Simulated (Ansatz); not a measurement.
# ZnNi3C (Pm-3m): following an unstable mode, part 2 of 3

Aim: this structure of ZnNi3C (Pm-3m) is to be tested for unstable modes, and one is followed downhill.

Ansatz 0.2.0; DFT PBEsol, scalar-relativistic, plane waves, PAW; PAW set soft_1.

So far, highest frequency on the path or at a solved wavevector (cm⁻¹): step 2 (the dispersion) 751. Also lowest frequency on the path (cm⁻¹): step 2 -48.4.

## 4. The mode frozen in, largest atomic shift 0.08 Å

The atoms are moved along the unstable eigenvector, the largest shift by 0.08 Å, with the cell fixed.

Contents of input.yaml:

```yaml
crystal:
  lattice:
    - [3.7198786686, 0.0, 0.0]
    - [0.0, 3.7198786686, 0.0]
    - [0.0, 0.0, 7.4397573372]
  atoms:
    - { symbol: Zn, position: [-0.0050364673, -0.0050364673, 0.0] }
    - { symbol: Zn, position: [0.0050364673, 0.0050364673, 0.5] }
    - { symbol: Ni, position: [0.0, 0.5, 0.25] }
    - { symbol: Ni, position: [0.0, 0.5, 0.75] }
    - { symbol: Ni, position: [0.4847929066, 0.4847929066, 0.0] }
    - { symbol: Ni, position: [0.5152070934, 0.5152070934, 0.5] }
    - { symbol: Ni, position: [0.5, 0.0, 0.25] }
    - { symbol: Ni, position: [0.5, 0.0, 0.75] }
    - { symbol: C, position: [0.5, 0.5, 0.25] }
    - { symbol: C, position: [0.5, 0.5, 0.75] }
kpoints:
  mp_grid: { grid: [10, 10, 6] }
hamiltonian:
  xc: pbesol
  pseudopotentials: { kind: paw, azcp: { folder: soft_1 }, xc_functional: pbe }
scf:
  occupations: { method: methfessel_paxton, width: 0.2 }
output:
  forces: true
  stress: true
  eigenvalues: true
```

Started as:

```console
$ ansatz run input.yaml --threads 4 --pin off --max-ram 10240MiB --backend cpu --events-out ev --progress --plain --runs-dir out
```

Numbers of over 12 decimals in the logs are rounded to 6 here.

Output:

```text
[...]
Crystal: 10 atoms, lattice volume = 102.948 Å³
Basis set: ecut = 420 eV, 2041 PW (Γ), exchange–correlation on 50×50×100 points (8 copies of the dense FFT grid, shifted against one another)
Bands: 84, of which v1, the nominal top of the filled ones, is band 70 counted from 1 (69 counted from 0)
Symmetry: 8 space group operations
[...]
k-points: 124 of 600
[...]
k-point 0: bands = [... 66 lower, 15.2462, 15.2470, 15.2615, 15.5547, 16.1909, 16.2103, 18.9252, 19.2201, ... 10 higher]
  k-point 1: bands = [... 66 lower, 15.2471, 15.2824, 15.3133, 15.5271, 16.1142, 16.1357, 18.9370, 19.1989, ... 10 higher]
  k-point 2: bands = [... 66 lower, 15.2470, 15.4337, 15.4453, 15.4665, 15.9155, 15.9409, 18.9798, 19.1388, ... 10 higher]
  k-point 123: bands = [... 66 lower, 15.4645, 15.4645, 15.8047, 15.8047, 15.8073, 15.8073, 17.4649, 17.4649, ... 10 higher]
[key lines of the parts left out:]
SCF converged after 10 iterations
Free energy (F): -41886.028700 eV
Fermi energy:    16.029884 eV
P = ⅓ Tr σ = 0.0060 GPa (0.060 kbar)
```

The job ended after 18 s (4 threads of Intel Xeon Platinum 8375C at 2.90GHz (Ice Lake), shared host; peak memory 1.1 GiB; 69 s of CPU time).

Numbers from this step:

```
pressure                         : 0.006005 GPa
energy from the undistorted cell : -0.276 meV/atom
```

The energy, extrapolated to zero smearing, is -0.28 meV/atom against the undistorted cell.

The run ends at a pressure of 0.01 GPa, with forces up to 0.019 eV/Å.

## 5. Energy along the mode, all amplitudes (two of the runs are shown above)

An imaginary frequency means negative curvature, so the energy should fall and then rise again as anharmonic terms take over.

Numbers from this step:

| Quantity | Value |
| --- | --- |
| depth at the lowest point sampled | 0.276 meV/atom |
| largest atomic shift at that point | 0.08 Å |

The energy from the parent by largest atomic shift:

```
largest atomic shift (Å)  energy from the parent (meV/atom)
                  0.0000                                  0
                  0.0400                              -0.13
                  0.0800                             -0.276
                  0.1400                              0.508
                  0.2200                               5.19
```

Displacement at unit largest shift by atom:

```
atom   x (Å)   y (Å)  z (Å)   size
 Zn1  -0.234  -0.234  0.000  0.331
 Zn2   0.234   0.234  0.000  0.331
 Ni3   0.000   0.000  0.000  0.000
 Ni4   0.000   0.000  0.000  0.000
 Ni5  -0.707  -0.707  0.000  1.000
 Ni6   0.707   0.707  0.000  1.000
 Ni7   0.000   0.000  0.000  0.000
 Ni8   0.000   0.000  0.000  0.000
  C9   0.000   0.000  0.000  0.000
 C10   0.000   0.000  0.000  0.000
```

The lowest of the steps tried is at 0.08 Å, 0.276 meV/atom below the parent; the bottom of the well need not coincide with a step.

## 6. Relaxation from the frozen mode

Starting from the lowest point found, all atoms and the cell are let go, so that strain and other modes of the same symmetry can join in.

input.yaml: that of step 4 with these lines changed.

```diff
@@ -27 +27,6 @@
   eigenvalues: true
+relax:
+  adjacent_minimum: "off"
+  f_tol: 0.002
+  max_steps: 120
+  cell: { stress_tol: 0.03 }
```

Output:

```text
[...]
Crystal: 10 atoms, lattice volume = 102.948 Å³
Basis set: ecut = 420 eV, 2041 PW (Γ), exchange–correlation on 50×50×100 points (8 copies of the dense FFT grid, shifted against one another)
Bands: 84, of which v1, the nominal top of the filled ones, is band 70 counted from 1 (69 counted from 0)
Symmetry: 8 space group operations
[...]
k-points: 124 of 600
[...]
SCF iter   1: F=—  HF=-41888.044967 eV  |F-HF|=—  |Δ(HF+E_count)|=         —  Δρ=7.30e-2  dr2=6.79e0  ethr=3.10e-3  ⟨swp⟩=5.1  Hψ=37617  notcnv=0  defer=21
[...]
SCF iter  10: F=-41886.028700 eV  HF=-41886.028700 eV  |F-HF|=8.16e-8  |Δ(HF+E_count)|=   9.57e-8  S|Δr|=    0.00e0  Δρ=1.16e-5  dr2=7.63e-8  ethr=7.14e-11  ⟨swp⟩=11.9  Hψ=55804  notcnv=0
SCF 1 converged in 10 iterations: F = -41886.028700 eV  dr2 = 7.63e-8
[...]
relax step   1: F+E_penalty+E_count = -41886.02870020 eV  Δ(F+E_penalty+E_count) = +0.000e0 eV  max|allowed force component| = 1.358e-2 eV/Å  Δτ_max = 0.0000 Å  P = +0.006 GPa  Ω = 102.948 Å³  (10 SCF iters, dr2 threshold 1.00e-7 eV, accepted)
[...]
SCF iter   4: F=-41886.028820 eV  HF=-41886.028820 eV  |F-HF|=6.92e-8  |Δ(HF+E_count)|=   2.17e-7  S|Δr|=    0.00e0  Δρ=1.25e-5  dr2=1.12e-7  ethr=1.50e-10  ⟨swp⟩=3.9  Hψ=42578  notcnv=0
SCF 2 converged in 4 iterations: F = -41886.028820 eV  dr2 = 1.12e-7
[...]
relax step   2: F+E_penalty+E_count = -41886.02881995 eV  Δ(F+E_penalty+E_count) = -1.197e-4 eV  max|allowed force component| = 1.103e-2 eV/Å  Δτ_max = 0.0008 Å  P = +0.003 GPa  Ω = 102.948 Å³  energy of the carried Pulay correction = -5.252e-7 eV  (4 SCF iters, dr2 threshold 2.09e-7 eV, accepted)
Crystal: 10 atoms, lattice volume = 102.946 Å³
[...]
SCF iter   5: F=-41886.028965 eV  HF=-41886.028965 eV  |F-HF|=5.18e-8  |Δ(HF+E_count)|=   1.56e-7  S|Δr|=    0.00e0  Δρ=9.06e-6  dr2=7.86e-8  ethr=7.70e-11  ⟨swp⟩=3.6  Hψ=45538  notcnv=0
SCF 3 converged in 5 iterations: F = -41886.028965 eV  dr2 = 7.86e-8
relax step   3: F+E_penalty+E_count = -41886.02896472 eV  Δ(F+E_penalty+E_count) = -1.448e-4 eV  max|allowed force component| = 3.846e-3 eV/Å  Δτ_max = 0.0020 Å  P = +0.005 GPa  Ω = 102.946 Å³  energy of the carried Pulay correction = +1.509e-6 eV  (5 SCF iters, dr2 threshold 1.08e-7 eV, accepted)
[...]
relax step   4: F+E_penalty+E_count = -41886.02896800 eV  Δ(F+E_penalty+E_count) = -3.278e-6 eV  max|allowed force component| = 3.118e-3 eV/Å  Δτ_max = 0.0007 Å  P = -0.005 GPa  Ω = 102.951 Å³  energy of the carried Pulay correction = -2.989e-6 eV  (6 SCF iters, dr2 threshold 9.25e-10 eV, accepted)
[...]
relax step   5: F+E_penalty+E_count = -41886.02900897 eV  Δ(F+E_penalty+E_count) = -4.097e-5 eV  max|allowed force component| = 4.655e-4 eV/Å  Δτ_max = 0.0038 Å  P = +0.039 GPa  Ω = 102.929 Å³  energy of the carried Pulay correction = +1.910e-5 eV  (8 SCF iters, dr2 threshold 6.08e-10 eV, accepted)
[...]
relax step   6: F+E_penalty+E_count = -41886.02901089 eV  Δ(F+E_penalty+E_count) = -1.926e-6 eV  max|allowed force component| = 1.708e-4 eV/Å  Δτ_max = 0.0007 Å  P = +0.038 GPa  Ω = 102.929 Å³  energy of the carried Pulay correction = +1.886e-5 eV  (5 SCF iters, dr2 threshold 6.23e-9 eV, accepted)
[...]
relax step   7: F+E_penalty+E_count = -41886.02897846 eV  Δ(F+E_penalty+E_count) = +3.243e-5 eV  max|allowed force component| = 2.167e-4 eV/Å  Δτ_max = 0.0005 Å  P = -0.031 GPa  Ω = 102.962 Å³  energy of the carried Pulay correction = -1.444e-5 eV  (6 SCF iters, dr2 threshold 4.81e-9 eV, accepted)
[...]
relax step   8: F+E_penalty+E_count = -41886.02899514 eV  Δ(F+E_penalty+E_count) = -1.668e-5 eV  max|allowed force component| = 2.989e-5 eV/Å  Δτ_max = 0.0004 Å  P = -0.000 GPa  Ω = 102.947 Å³  energy of the carried Pulay correction = +5.182e-7 eV  (5 SCF iters, dr2 threshold 3.97e-9 eV, accepted)
[...]
SCF iter   5: F=-41886.028996 eV  HF=-41886.028996 eV  |F-HF|=4.37e-11  |Δ(HF+E_count)|=  7.28e-12  S|Δr|=    0.00e0  Δρ=1.89e-7  dr2=3.47e-11  ethr=1.00e-12  ⟨swp⟩=6.5  Hψ=45579  notcnv=0
SCF 9 converged in 5 iterations: F = -41886.028996 eV  dr2 = 3.47e-11
relax step   9: F+E_penalty+E_count = -41886.02899620 eV  Δ(F+E_penalty+E_count) = -1.064e-6 eV  max|allowed force component| = 3.185e-5 eV/Å  Δτ_max = 0.0000 Å  P = +0.000 GPa  Ω = 102.947 Å³  stress off target by 1.07e-3 GPa  SCF on the basis re-selected at this cell (its energy is not comparable with the rows above)  (5 SCF iters)
basis re-selected at this cell: Δ(F+E_penalty+E_count) = -1.064e-6 eV, ΔP = +0.000 GPa vs the last step (what re-selecting the basis moved, of the pressure what is left beyond the Pulay correction that the steps carried, after the strain that the cell walked since its last selection, with what the two solves' SCF thresholds leave and, on support functions, any second-order correction that the steps lacked; it is no m [...]
SCF converged after 5 iterations
[...]
Free energy (F): -41886.028996 eV
[...]
Internal energy: -41886.016481 eV  (E = F + TS)
E sigma→0 (E₀):  -41886.025867 eV
Entropy (-TS):   -0.012515 eV (-1.252 meV/atom)
Fermi energy:    16.029157 eV
[...]
--- Forces (eV/Å), atoms counted from 1 ---
  atom   1  Zn    -0.00003185    -0.00003185     0.00000000
  atom   2  Zn     0.00003185     0.00003185     0.00000000
  atom   3  Ni    -0.00000000     0.00000000     0.00000000
  atom   4  Ni    -0.00000000    -0.00000000     0.00000000
  atom   5  Ni    -0.00000166    -0.00000166     0.00000000
  atom   6  Ni     0.00000166     0.00000166     0.00000000
  atom   7  Ni    -0.00000000    -0.00000000     0.00000000
  atom   8  Ni    -0.00000000    -0.00000000    -0.00000000
  atom   9  C     -0.00000000    -0.00000000     0.00000000
  atom  10  C     -0.00000000    -0.00000000    -0.00000000
  max |Σ_I F_I| component: 6.86e-28 eV/Å
--- Stress (GPa, compression-positive) ---
        0.000542       0.000201       0.000000
        0.000201       0.000542       0.000000
        0.000000       0.000000      -0.001066
  P = ⅓ Tr σ = 0.0000 GPa (0.000 kbar)
--- Band table (eV; the first three rows and the last of 124) ---
  k-point 0: bands = [... 66 lower, 15.2472, 15.2479, 15.2584, 15.5555, 16.2025, 16.2189, 18.9278, 19.2230, ... 10 higher]
  k-point 1: bands = [... 66 lower, 15.2480, 15.2850, 15.3101, 15.5283, 16.1250, 16.1432, 18.9399, 19.2019, ... 10 higher]
  k-point 2: bands = [... 66 lower, 15.2479, 15.4374, 15.4477, 15.4642, 15.9244, 15.9453, 18.9834, 19.1423, ... 10 higher]
  k-point 123: bands = [... 66 lower, 15.4618, 15.4618, 15.8026, 15.8026, 15.8076, 15.8076, 17.4633, 17.4633, ... 10 higher]
--- Relaxed structure (8 steps of the walk, 8 accepted, 1 SCFs on fresh bases) ---
  F+E_penalty+E_count = -41886.02899620 eV   max|allowed force component| = 3.185e-5 eV/Å   (the final SCF, on the basis selected at the relaxed cell)
  cell:  # Å, volume = 102.9471 Å³
    - [3.721566, 0.00179643, 0.0]
    - [0.00179643, 3.721566, 0.0]
    - [0.0, 0.0, 7.432977]
  atoms:
    - { symbol: Zn, position: [-0.00505211, -0.00505211, 0] }
    - { symbol: Zn, position: [0.00505211, 0.00505211, 0.5] }
    - { symbol: Ni, position: [0.0, 0.500000, 0.25] }
    - { symbol: Ni, position: [0.0, 0.500000, 0.75] }
    - { symbol: Ni, position: [0.486281, 0.486281, 0] }
    - { symbol: Ni, position: [0.513719, 0.513719, 0.5] }
    - { symbol: Ni, position: [0.500000, 0.0, 0.25] }
    - { symbol: Ni, position: [0.500000, 0.0, 0.75] }
    - { symbol: C, position: [0.5, 0.5, 0.25] }
    - { symbol: C, position: [0.5, 0.5, 0.75] }
```

Elapsed: 2.3 min, on 4 threads; peak memory 1.1 GiB; 8.7 min of CPU time.

Relaxation path:

```
step  energy less that of the first step (eV)  largest force component (eV/Å)  pressure (GPa)  volume (Å³)
   1                                   0.0000                          0.0136            0.01       102.95
   2                                  -0.0001                          0.0110            0.00       102.95
   3                                  -0.0003                          0.0038            0.00       102.95
   4                                  -0.0003                          0.0031           -0.01       102.95
   5                                  -0.0003                          0.0005            0.04       102.93
   6                                  -0.0003                          0.0002            0.04       102.93
   7                                  -0.0003                          0.0002           -0.03       102.96
   8                                  -0.0003                          0.0000            0.00       102.95
  9*                                  -0.0003                          0.0000            0.00       102.95
```

Relaxation steps marked * repeat the geometry before them on a plane-wave basis chosen anew for their cell, so energy and pressure can jump there.

The run keeps the 8 symmetry operations that it works with, so distortions that break them were not tested.

| conventional cell, symmetrised | before | after | change |
| --- | --- | --- | --- |
| a (Å) | 5.261 | 5.261 | -0.0 % |
| b (Å) | 5.261 | 5.266 | +0.1 % |
| c (Å) | 7.440 | 7.433 | -0.1 % |
| volume (Å³/atom) | 10.29 | 10.29 | -0.0 % |

Numbers from this step:

```yaml
pressure: 6.25e-6 GPa
```

The distorted start has space group Cmcm; the relaxation ends in Cmcm.

## 7. The new phase in its own primitive cell

The relaxed structure is symmetrised, reduced to its primitive cell and relaxed tightly, as its phonons need.

input.yaml, the sections that differ from step 6:

```yaml
crystal:
  lattice:
    - [2.6302744622, -2.6328149941, 0.0]
    - [2.6302744622, 2.6328149941, 0.0]
    - [0.0, 0.0, 7.4329770345]
  atoms:
    - { symbol: Zn, position: [0.0050521141, 0.9949478859, 0.75] }
    - { symbol: Zn, position: [0.9949478859, 0.0050521141, 0.25] }
    - { symbol: Ni, position: [0.5, 0.0, 0.0] }
    - { symbol: Ni, position: [0.5, 0.0, 0.5] }
    - { symbol: Ni, position: [0.5137185659, 0.4862814341, 0.75] }
    - { symbol: Ni, position: [0.4862814341, 0.5137185659, 0.25] }
    - { symbol: Ni, position: [0.0, 0.5, 0.0] }
    - { symbol: Ni, position: [0.0, 0.5, 0.5] }
    - { symbol: C, position: [0.5, 0.5, 0.0] }
    - { symbol: C, position: [0.5, 0.5, 0.5] }
relax:
  adjacent_minimum: "off"
  f_tol: 0.001
  max_steps: 60
  cell: { stress_tol: 0.01 }
# kpoints, hamiltonian, scf, output: as in step 6
```

Output:

```text
[...]
Crystal: 10 atoms, lattice volume = 102.947 Å³
Basis set: ecut = 420 eV, 2041 PW (Γ), exchange–correlation on 50×50×100 points (8 copies of the dense FFT grid, shifted against one another)
Bands: 84, of which v1, the nominal top of the filled ones, is band 70 counted from 1 (69 counted from 0)
Symmetry: 8 space group operations
[...]
k-points: 124 of 600
[...]
- { symbol: Zn, position: [0.9949478859, 0.00505211, 0.25] }
    - { symbol: Ni, position: [0.5, 0.0, 0.0] }
    - { symbol: Ni, position: [0.5, 0.0, 0.5] }
    - { symbol: Ni, position: [0.5137185659, 0.4862814341, 0.750000] }
    - { symbol: Ni, position: [0.4862814341, 0.5137185659, 0.25] }
    - { symbol: Ni, position: [0.0, 0.5, 0.0] }
    - { symbol: Ni, position: [0.0, 0.5, 0.5] }
    - { symbol: C, position: [0.5, 0.5, 0.0] }
    - { symbol: C, position: [0.5, 0.5, 0.5] }
[key lines of the parts left out:]
SCF converged after 7 iterations
Free energy (F): -41886.028996 eV
Fermi energy:    16.029158 eV
P = ⅓ Tr σ = -0.0000 GPa (-0.000 kbar)
```

It took 38 s on 4 threads; peak memory 1.1 GiB.

Little changed from the start: no atom moved by 0.005 Å and no cell edge by 0.1 %.

Numbers from this step:

```yaml
pressure: -1.31e-7 GPa
```

The largest force component left is 0.046 meV/Å and the pressure is 0.000 GPa, within the tolerances set. The cell now holds 10.29 Å³/atom.

(Part 2 of 3 ends here.)

[Logs are printed without paths, hosts, clocks, repeated set-up lines and the standing remarks that a program may print on its own settings, such as how far it seeks lower states.]

[Hosts, paths, dates, database ids (printed as entryN), source tags and the programs' standing remarks are cut or masked in the printed files.]
